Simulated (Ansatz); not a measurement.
# What BiP (model cell, started as CsCl type) distorts into, part 2 of 3

Which phase does BiP (model cell, started as CsCl type) fall into along its unstable mode, and how much energy does it gain?

Ansatz 0.2.0; DFT PBEsol, scalar-relativistic, plane waves, PAW.

So far, highest frequency on the path or at a solved wavevector (cm⁻¹): step 2 (response at finite wavevector) 184. Also lowest frequency on the path (cm⁻¹): step 2 -141.

The structure was built from a prototype and need not be the compound's stable phase.

## (4) The mode frozen in, largest atomic shift 0.32 Å

The atoms are moved along the unstable eigenvector, the largest shift by 0.32 Å, with the cell fixed.

The input, input.yaml:

```yaml
crystal:
  lattice:
    - [-3.5274518236, 0.0, 0.0]
    - [0.0, -3.5274518236, -3.5274518236]
    - [0.0, -3.5274518236, 3.5274518236]
  atoms:
    - { symbol: Bi, position: [1.0, 0.0, 0.0] }
    - { symbol: Bi, position: [1.0, 0.5, 0.5] }
    - { symbol: P, position: [0.5907170434, 1.0, 0.5] }
    - { symbol: P, position: [0.4092829566, 0.5, 0.0] }
kpoints:
  mp_grid: { grid: [12, 8, 8] }
hamiltonian:
  xc: pbesol
scf:
  occupations: { method: methfessel_paxton, width: 0.2 }
output:
  forces: true
  stress: true
  eigenvalues: true
```

The run is started by

```sh
$ ansatz run input.yaml --threads 4 --pin off --max-ram 7168MiB --backend cpu --events-out ev --progress --plain --runs-dir out
```

Numbers of over 12 decimals in the logs are rounded to 6 here.

What it wrote:

```text
[...]
Crystal: 4 atoms, lattice volume = 87.784 Å³
Basis set: ecut = 420 eV, 1719 PW (Γ), exchange–correlation on 48×72×72 points (8 copies of the dense FFT grid, shifted against one another)
Bands: 24, of which v1, the nominal top of the filled ones, is band 20 counted from 1 (19 counted from 0)
Symmetry: 16 space group operations
[...]
k-points: 105 of 768
[...]
k-point 0: bands = [... 16 lower, 9.6085, 9.6085, 10.2315, 12.1136, 15.4535, 15.5393, 15.9192, 16.2153, ... 4 higher]
  k-point 1: bands = [... 16 lower, 9.3399, 9.9048, 10.3187, 12.1976, 15.2339, 15.3142, 15.7682, 16.2713, ... 4 higher]
  k-point 2: bands = [... 16 lower, 8.6984, 10.5162, 10.5707, 12.4304, 14.4490, 14.4985, 16.1914, 16.3803, ... 4 higher]
  k-point 104: bands = [... 16 lower, 6.0914, 6.0914, 12.6371, 12.6371, 15.4275, 15.4275, 15.6987, 15.6987, ... 4 higher]
[key lines of the parts left out:]
SCF converged after 6 iterations
Free energy (F): -25962.756169 eV
Fermi energy:    11.963973 eV
P = ⅓ Tr σ = 2.7934 GPa (27.934 kbar)
```

Wall time 3.1 s (4 threads of Arm Neoverse V2, shared host); peak memory 0.5 GiB; 12 s of CPU time.

This step gave:

```yaml
pressure: 2.793 GPa
energy_from_the_undistorted_cell: -23.79 meV/atom
```

The energy, extrapolated to zero smearing, is -23.79 meV/atom against the undistorted cell.

The run ends at a pressure of 2.79 GPa, with forces up to 0.077 eV/Å.

## (5) Energy along the mode, all amplitudes (two of the runs are shown above)

An imaginary frequency means negative curvature, so the energy should fall and then rise again as anharmonic terms take over.

Numbers from this step:

* depth at the lowest point sampled: 23.79 meV/atom
* largest atomic shift at that point: 0.32 Å

Table of energy from the parent by largest atomic shift:

```csv
largest atomic shift (Å),energy from the parent (meV/atom)
0.000,0
0.040,-0.503
0.080,-2.17
0.140,-6.89
0.220,-15.5
0.320,-23.8
0.450,-17.9
0.600,23.3
```

Displacement at unit largest shift by atom:

```csv
atom,x (Å),y (Å),z (Å),size
Bi1,0.00,0.00,0.00,0.00
Bi2,0.00,0.00,0.00,0.00
P3,-1.00,0.00,0.00,1.00
P4,1.00,0.00,0.00,1.00
```

The lowest of the steps tried is at 0.32 Å, 23.8 meV/atom below the parent; the bottom of the well need not coincide with a step.

## (6) Relaxation from the frozen mode

Starting from the lowest point found, all atoms and the cell are let go, so that strain and other modes of the same symmetry can join in.

input.yaml, as its differences from that of step 4:

```diff
@@ -20 +20,10 @@
   eigenvalues: true
+  write_density: true
+  write_potential: true
+  elf: true
+  volumetric_format: npy
+relax:
+  adjacent_minimum: "off"
+  f_tol: 0.002
+  max_steps: 120
+  cell: { stress_tol: 0.03 }
```

What it wrote:

```text
[...]
Crystal: 4 atoms, lattice volume = 87.784 Å³
Basis set: ecut = 420 eV, 1719 PW (Γ), exchange–correlation on 48×72×72 points (8 copies of the dense FFT grid, shifted against one another)
Bands: 24, of which v1, the nominal top of the filled ones, is band 20 counted from 1 (19 counted from 0)
Symmetry: 16 space group operations
[...]
k-points: 105 of 768
[...]
SCF iter   1: F=—  HF=-25962.779301 eV  |F-HF|=—  |Δ(HF+E_count)|=         —  Δρ=6.54e-3  dr2=8.33e-2  ethr=1.77e-3  ⟨swp⟩=7.8  Hψ=28102  notcnv=0
[...]
SCF iter   6: F=-25962.756169 eV  HF=-25962.756169 eV  |F-HF|=4.11e-9  |Δ(HF+E_count)|=   5.97e-8  S|Δr|=    0.00e0  Δρ=6.59e-6  dr2=3.13e-8  ethr=2.50e-10  ⟨swp⟩=16.3  Hψ=26025  notcnv=0
SCF 1 converged in 6 iterations: F = -25962.756169 eV  dr2 = 3.13e-8
  Residual-converged pass: ⟨swp⟩=1.0  Hψ=3364  notcnv=0  max |occ|·‖R‖ = 7.0e-9 eV (tolerance 1.0e-8 eV)  dr2=3.13e-8  dr2_onsite=4.95e-10  max |Δocc| = 2.8e-9
[...]
relax step   1: F+E_penalty+E_count = -25962.75616945 eV  Δ(F+E_penalty+E_count) = +0.000e0 eV  max|allowed force component| = 7.677e-2 eV/Å  Δτ_max = 0.0000 Å  P = +2.793 GPa  Ω = 87.784 Å³  (6 SCF iters, dr2 threshold 1.00e-7 eV, accepted)
Crystal: 4 atoms, lattice volume = 95.062 Å³
Basis set: ecut = 420 eV, 1845 PW (Γ), exchange–correlation on 48×72×72 points (8 copies of the dense FFT grid, shifted against one another)
Bands: 28, of which v1, the nominal top of the filled ones, is band 20 counted from 1 (19 counted from 0)
[...]
SCF iter   5: F=-25962.794717 eV  HF=-25962.794717 eV  |F-HF|=5.94e-8  |Δ(HF+E_count)|=   5.33e-7  S|Δr|=    0.00e0  Δρ=1.33e-5  dr2=1.69e-7  ethr=1.00e-9  ⟨swp⟩=12.4  Hψ=26063  notcnv=0
SCF 2 converged in 5 iterations: F = -25962.794717 eV  dr2 = 1.69e-7
[...]
relax step   2: F+E_penalty+E_count = -25962.79471701 eV  Δ(F+E_penalty+E_count) = -3.855e-2 eV  max|allowed force component| = 2.646e-1 eV/Å  Δτ_max = 0.0698 Å  P = -2.108 GPa  Ω = 95.062 Å³  energy of the carried Pulay correction = -1.590e-3 eV  (5 SCF iters, dr2 threshold 4.00e-7 eV, accepted)
Crystal: 4 atoms, lattice volume = 93.704 Å³
Basis set: ecut = 420 eV, 1817 PW (Γ), exchange–correlation on 48×72×72 points (8 copies of the dense FFT grid, shifted against one another)
[...]
SCF iter   5: F=-25962.820500 eV  HF=-25962.820500 eV  |F-HF|=5.64e-9  |Δ(HF+E_count)|=   6.45e-8  S|Δr|=    0.00e0  Δρ=5.69e-6  dr2=2.18e-8  ethr=1.00e-9  ⟨swp⟩=14.4  Hψ=25724  notcnv=0
SCF 3 converged in 5 iterations: F = -25962.820500 eV  dr2 = 2.18e-8
[...]
relax step   3: F+E_penalty+E_count = -25962.82050013 eV  Δ(F+E_penalty+E_count) = -2.578e-2 eV  max|allowed force component| = 1.353e-1 eV/Å  Δτ_max = 0.0295 Å  P = -0.619 GPa  Ω = 93.704 Å³  energy of the carried Pulay correction = -1.303e-3 eV  (5 SCF iters, dr2 threshold 4.00e-7 eV, accepted)
[...]
relax step   4: F+E_penalty+E_count = -25962.82842971 eV  Δ(F+E_penalty+E_count) = -7.930e-3 eV  max|allowed force component| = 2.007e-2 eV/Å  Δτ_max = 0.0537 Å  P = +0.267 GPa  Ω = 93.830 Å³  energy of the carried Pulay correction = -1.329e-3 eV  (5 SCF iters, dr2 threshold 4.00e-7 eV, accepted)
[...]
relax step   5: F+E_penalty+E_count = -25962.82872833 eV  Δ(F+E_penalty+E_count) = -2.986e-4 eV  max|allowed force component| = 8.719e-4 eV/Å  Δτ_max = 0.0023 Å  P = +0.077 GPa  Ω = 94.076 Å³  energy of the carried Pulay correction = -1.382e-3 eV  (4 SCF iters, dr2 threshold 2.81e-7 eV, accepted)
[...]
relax step   6: F+E_penalty+E_count = -25962.82873673 eV  Δ(F+E_penalty+E_count) = -8.399e-6 eV  max|allowed force component| = 5.032e-4 eV/Å  Δτ_max = 0.0020 Å  P = +0.008 GPa  Ω = 94.212 Å³  energy of the carried Pulay correction = -1.411e-3 eV  (4 SCF iters, dr2 threshold 1.73e-8 eV, accepted)
[...]
relax step   7: F+E_penalty+E_count = -25962.83051668 eV  Δ(F+E_penalty+E_count) = -1.780e-3 eV  max|allowed force component| = 5.408e-4 eV/Å  Δτ_max = 0.0000 Å  P = +0.024 GPa  Ω = 94.212 Å³  stress off target by 3.93e-2 GPa  SCF on the basis re-selected at this cell (its energy is not comparable with the rows above)  (6 SCF iters)
[...]
relax step   8: F+E_penalty+E_count = -25962.83051223 eV  Δ(F+E_penalty+E_count) = +4.444e-6 eV  max|allowed force component| = 4.635e-5 eV/Å  Δτ_max = 0.0011 Å  P = +0.002 GPa  Ω = 94.276 Å³  energy of the carried Pulay correction = -1.286e-5 eV  (4 SCF iters, dr2 threshold 3.86e-9 eV, accepted)
[...]
SCF iter   4: F=-25962.830524 eV  HF=-25962.830524 eV  |F-HF|=3.64e-11  |Δ(HF+E_count)|=  2.95e-10  S|Δr|=    0.00e0  Δρ=1.48e-7  dr2=1.13e-11  ethr=1.00e-12  ⟨swp⟩=11.3  Hψ=17929  notcnv=0
SCF 9 converged in 4 iterations: F = -25962.830524 eV  dr2 = 1.13e-11
relax step   9: F+E_penalty+E_count = -25962.83052433 eV  Δ(F+E_penalty+E_count) = -1.209e-5 eV  max|allowed force component| = 4.616e-5 eV/Å  Δτ_max = 0.0000 Å  P = +0.002 GPa  Ω = 94.276 Å³  stress off target by 2.40e-3 GPa  SCF on the basis re-selected at this cell (its energy is not comparable with the rows above)  (4 SCF iters)
[...]
SCF converged after 4 iterations
[...]
Free energy (F): -25962.830524 eV
[...]
Internal energy: -25962.829593 eV  (E = F + TS)
E sigma→0 (E₀):  -25962.830291 eV
Entropy (-TS):   -0.000932 eV (-0.233 meV/atom)
Fermi energy:    10.914301 eV
[...]
--- Forces (eV/Å), atoms counted from 1 ---
  atom   1  Bi     0.00000000    -0.00000000    -0.00000000
  atom   2  Bi    -0.00000000     0.00000000     0.00000000
  atom   3  P      0.00004616     0.00000000     0.00000000
  atom   4  P     -0.00004616    -0.00000000    -0.00000000
  max |Σ_I F_I| component: 2.78e-17 eV/Å
--- Stress (GPa, compression-positive) ---
        0.002400       0.000000       0.000000
        0.000000       0.001342       0.000000
        0.000000       0.000000       0.001342
  P = ⅓ Tr σ = 0.0017 GPa (0.017 kbar)
--- Band table (eV; the first three rows and the last of 105) ---
  k-point 0: bands = [... 16 lower, 8.6201, 8.6201, 9.3152, 10.4987, 13.3091, 13.5947, 14.6138, 14.7736, ... 4 higher]
  k-point 1: bands = [... 16 lower, 8.3813, 8.7911, 9.3879, 10.6838, 13.0839, 13.3506, 14.7502, 14.7965, ... 4 higher]
  k-point 2: bands = [... 16 lower, 7.7972, 9.1334, 9.5862, 11.1994, 12.6255, 12.6300, 14.5793, 14.9298, ... 4 higher]
  k-point 104: bands = [... 16 lower, 5.5632, 5.5632, 11.6678, 11.6678, 13.8899, 13.8899, 14.3522, 14.3522, ... 4 higher]
--- Relaxed structure (7 steps of the walk, 7 accepted, 2 SCFs on fresh bases) ---
  F+E_penalty+E_count = -25962.83052433 eV   max|allowed force component| = 4.616e-5 eV/Å   (the final SCF, on the basis selected at the relaxed cell)
  cell:  # Å, volume = 94.2760 Å³
    - [-3.712166, 0, 0]
    - [0, -3.563460, -3.563460]
    - [0, -3.563460, 3.563460]
  atoms:
    - { symbol: Bi, position: [1.0, 0, 0] }
    - { symbol: Bi, position: [1.0, 0.5, 0.5] }
    - { symbol: P, position: [0.634339, 1.0, 0.5] }
    - { symbol: P, position: [0.365661, 0.5, 0.0] }
```

It took 29 s on 4 threads; peak memory 0.56 GiB; 1.9 min of CPU time.

Relaxation path:

```
step  energy less that of the first step (eV)  largest force component (eV/Å)  pressure (GPa)  volume (Å³)
   1                                   0.0000                          0.0768            2.79        87.78
   2                                  -0.0385                          0.2646           -2.11        95.06
   3                                  -0.0643                          0.1353           -0.62        93.70
   4                                  -0.0723                          0.0201            0.27        93.83
   5                                  -0.0726                          0.0009            0.08        94.08
   6                                  -0.0726                          0.0005            0.01        94.21
  7*                                  -0.0743                          0.0005            0.02        94.21
   8                                  -0.0743                          0.0000            0.00        94.28
  9*                                  -0.0744                          0.0000            0.00        94.28
```

Relaxation steps marked * repeat the geometry before them on a plane-wave basis chosen anew for their cell, so energy and pressure can jump there.

Forces are held to the 16 operations that the run works with; a distortion that breaks them can't arise in this run.

```csv
cell as run,before,after,change
a (Å),3.527,3.712,+5.2 %
b (Å),4.989,5.039,+1.0 %
c (Å),4.989,5.039,+1.0 %
volume (Å³/atom),21.95,23.57,+7.4 %
```

The atoms that moved most (Å, as changes of fractional coordinates times the final cell):

```
atom      dx     dy     dz  length
  P3  -0.162  0.000  0.000   0.162
  P4   0.162  0.000  0.000   0.162
```

Final coordinates:

```xyz
4
Lattice="-3.7122 0.0000 0.0000 0.0000 -3.5635 -3.5635 0.0000 -3.5635 3.5635" Properties=species:S:1:pos:R:3 pbc="T T T"
Bi   -3.7122    0.0000    0.0000
Bi   -3.7122   -3.5635    0.0000
P    -2.3548   -5.3452   -1.7817
P    -1.3574   -1.7817   -1.7817
```

This step gave:

```
pressure        : 0.001695 GPa
volume per atom : 23.57 Å³
```

Electrostatic potential energy in the ac plane at fractional y = 0.000, with atoms of Bi and P within 0.2 Å of it. With pseudopotentials it is smooth inside the atoms' cores, unlike the true potential.

Values in eV, 19 rows by 14 columns, each cell a mean:
```
-82 -80 -57 -18   0   8  12  12  11   7  -2 -29 -65 -81
-71 -62 -36  -8   4  10  12  13  12   8   2 -16 -43 -66
-35 -27 -12   1   7  11  13  13  12  10   6  -2 -16 -29
 -4  -1   3   8  10  12  13  13  12  11   9   6   2  -2
  6   7   9  11  12  13  12  12  10  10   9   9   8   7
 11  11  12  13  13  12  10   7   3   2   4   7   9  10
 13  13  14  14  13  10   4  -6 -18 -21 -14   0   7  11
 13  14  14  14  12   8  -5 -27 -45 -48 -39 -15   3  10
 13  14  14  14  12   5 -16 -44 -60 -62 -56 -30  -3   8
 13  14  14  14  12   5 -17 -45 -61 -63 -57 -31  -4   8
 13  14  14  14  12   7  -9 -34 -52 -56 -47 -21   0   9
 13  13  14  14  13  10   3 -10 -24 -28 -19  -3   6  11
 12  12  13  13  13  12   9   4  -1  -2   1   6   9  11
  8   9  10  12  12  13  12  11   9   8   9   9   9   8
 -1   1   5   8  11  12  13  13  12  11  10   7   4   0
-22 -16  -6   4   8  11  13  13  12  11   8   1  -8 -18
-64 -53 -29  -6   5  10  12  13  12   9   3 -12 -36 -57
-82 -78 -54 -16   1   9  12  12  11   7  -1 -27 -62 -80
-82 -82 -64 -22  -1   8  11  12  11   6  -4 -35 -71 -82
```
Columns run along a (3.7 Å; values clipped at the 3rd and 97th percentile), rows up along c (5.0 Å). Atoms in or near the plane, at fractional coordinates: Bi at (0.00, 0.00), P at (0.63, 0.50).

ELF in the ac plane at fractional y = 0.000, with atoms of Bi and P within 0.2 Å of it. It is the smooth field of the valence electrons, not physical close to the nuclei.

Ten even steps from '_' (0.01) to '@' (0.88), each cell a mean:
```
....--====--::..::--====::..
::::======--....::--====--::
====++==--::....::----======
======--::..::----==========
----::::..::==++******++==--
--::....::++##%%%%%%%%##**==
--....::==%%@@@@%%%%%%@@##++
--....::**@@@@%%==--++%%%%**
--....--##@@@@++____..**%%##
==....--##@@@@++______**%%##
--....--##@@@@##::..--%%%%##
--....::++%%@@@@%%##%%@@%%**
::......--**%%@@@@@@@@%%**==
----::....--++**######**====
====----::..::--============
==++====--::....::----======
::--======::....::--======--
....--++==--....::--====::..
--..::====--::..::--====::..
```
Columns run along a (3.7 Å), rows up along c (5.0 Å). Atoms in or near the plane, at fractional coordinates: Bi at (0.00, 0.00), P at (0.63, 0.50).

Valence density in the ac plane at fractional y = 0.000, with atoms of Bi and P within 0.2 Å of it. It is the smooth field of the valence electrons, not physical close to the nuclei.

Ten steps, logarithmic in the rise over the least value, from '_' (0.1 e/Å³) to '@' (7.8 e/Å³), each cell a mean:
```
@@@@%%**--..____..::==**%%@@
%%%%##++--..______::--++##%%
##**++--::..______..::==++**
====--::..______..::::----==
::::....____....::::::::--::
....______..::----------::::
..______..::--==========--::
..______..--======--====--::
..______::--====::__--====::
..______::--====..__--====::
..______..--====----====--::
..______..::--==========--::
..________..::--======----::
::....____....::::------::::
==--::....____....::::----==
**++==--..______....::--++**
%%%%**==::..______::--++##%%
@@@@%%++--..______::==**%%@@
@@@@%%**==::____..::==##%%@@
```
Columns run along a (3.7 Å), rows up along c (5.0 Å). Atoms in or near the plane, at fractional coordinates: Bi at (0.00, 0.00), P at (0.63, 0.50).

The distorted start has space group P4/nmm; the relaxation ends in P4/nmm.

## (7) The new phase in its own primitive cell

The relaxed structure is symmetrised, reduced to its primitive cell and relaxed tightly, as its phonons need.

The input, input.yaml:

```yaml
crystal:
  lattice:
    - [5.0394937484, 0.0, 0.0]
    - [0.0, 5.0394937484, 0.0]
    - [0.0, 0.0, 3.7121656466]
  atoms:
    - { symbol: Bi, position: [0.0, 0.0, 0.0] }
    - { symbol: Bi, position: [0.5, 0.5, 0.0] }
    - { symbol: P, position: [0.0, 0.5, 0.6343389843] }
    - { symbol: P, position: [0.5, 0.0, 0.3656610157] }
kpoints:
  mp_grid: { grid: [8, 8, 12] }
hamiltonian:
  xc: pbesol
scf:
  occupations: { method: methfessel_paxton, width: 0.2 }
output:
  forces: true
  stress: true
  eigenvalues: true
relax:
  adjacent_minimum: "off"
  f_tol: 0.001
  max_steps: 60
  cell: { stress_tol: 0.01 }
```

What it wrote:

```text
[...]
Crystal: 4 atoms, lattice volume = 94.276 Å³
Basis set: ecut = 420 eV, 1841 PW (Γ), exchange–correlation on 72×72×50 points (8 copies of the dense FFT grid, shifted against one another)
Bands: 24, of which v1, the nominal top of the filled ones, is band 20 counted from 1 (19 counted from 0)
Symmetry: 16 space group operations
[...]
k-points: 105 of 768
[...]
--- Relaxed structure (1 steps of the walk, 1 accepted, 1 SCFs on fresh bases) ---
[...]
cell:  # Å, volume = 94.2760 Å³
    - [5.0394937484, 0.0, 0.0]
    - [0.0, 5.0394937484, 0.0]
    - [0.0, 0.0, 3.7121656466]
  atoms:
    - { symbol: Bi, position: [0.0, 0.0, 0.0] }
    - { symbol: Bi, position: [0.5, 0.5, 0.0] }
    - { symbol: P, position: [0.0, 0.5, 0.634339] }
    - { symbol: P, position: [0.5, 0.0, 0.3656610157] }
[key lines of the parts left out:]
SCF converged after 6 iterations
Free energy (F): -25962.830524 eV
Fermi energy:    10.914301 eV
P = ⅓ Tr σ = 0.0017 GPa (0.017 kbar)
```

The job ended after 6.7 s (4 threads; peak memory 0.52 GiB).

Little changed from the start: no atom moved by 0.005 Å and no cell edge by 0.1 %.

The largest force component left is 0.047 meV/Å and the pressure is 0.002 GPa, within the tolerances set. The cell now holds 23.57 Å³/atom.

(Part 2 of 3 ends here.)

[Logs are printed without paths, hosts, clocks, repeated set-up lines and the standing remarks that a program may print on its own settings, such as how far it seeks lower states.]

[Hosts, paths, dates, database ids (printed as entryN), source tags and the programs' standing remarks are cut or masked in the printed files.]
